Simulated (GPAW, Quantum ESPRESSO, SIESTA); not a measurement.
# Birch–Murnaghan line for rocksalt TaN, GPAW plane waves, PBE

Calculated with GPAW 26.7.0: PBE; plane waves, PAW, 900 eV; k-mesh 12×12×12. The volume is changed in steps from typed lattice constants. V0 = 10.786 Å³ an atom is where a Birch–Murnaghan fit to this level's pressures, the withheld one apart, crosses zero; rows within 2.5 % of V0 are left out, since F is ill-conditioned there. The typed cell is scaled evenly, with no relaxation, and each row is a single point.

```
volume (Å³/atom)  pressure (GPa)
          9.9303           32.83
          10.146           23.15
          10.362           14.49
          11.226          -12.11
          11.441          -17.13
          11.657               ?
```

Task: Fit the third-order Birch–Murnaghan equation to the rows given and extrapolate to the withheld row.

**Working.**

Take the Eulerian strain f = ½[(V0/V)^(2/3) − 1] and the normalised pressure F = P / [3f(1 + 2f)^(5/2)]. The third-order Birch–Murnaghan equation is then the line F = B0 + (3/2)B0(B′ − 4) f, so u = f and v = F.

| u = f | v = F (GPa) |
| --- | --- |
| 0.0283261 | 336.615 |
| 0.0208113 | 334.854 |
| 0.0135482 | 333.455 |
| -0.0131518 | 328.080 |
| -0.0192703 | 326.904 |

With n = 5: mean u = 0.00605270, mean v = 331.981, Σ(u − ū)² = 0.0017802, Σ(u − ū)(v − v̄) = 0.36014. Slope b = 0.36014 / 0.0017802 = 202.31; intercept a = v̄ − b ū = 330.76.

So B0 = 330.8 GPa and B′ = 4 + 2b/(3a) = 4.41. At the withheld volume f = -0.02523, F = 325.7 GPa, and P = 3f(1 + 2f)^(5/2) F.

Prediction at 11.657: -21.65 GPa. The run gave -21.63 GPa, so the fit is low by 0.024 GPa (0.11 % of the value).

A fit to this level's energies over the whole scan gives V0 = 10.790 Å³, B0 = 330.3 GPa and B′ = 4.44. Among the rows given, the largest miss of the fit is at 9.9303, by 0.012 GPa (0.023 % of the range of the table).

Limits: The nuclei are static. The DFT runs use Fermi–Dirac occupations of width 0.1 eV, and energies are free energies. Rocksalt TaN is a high-temperature or thin-film form, not the ground state.

[Logs are printed without paths, hosts, clocks, repeated set-up lines and the standing remarks that a program may print on its own settings, such as how far it seeks lower states.]

[Hosts, paths, dates, database ids (printed as entryN), source tags and the programs' standing remarks are cut or masked in the printed files.]
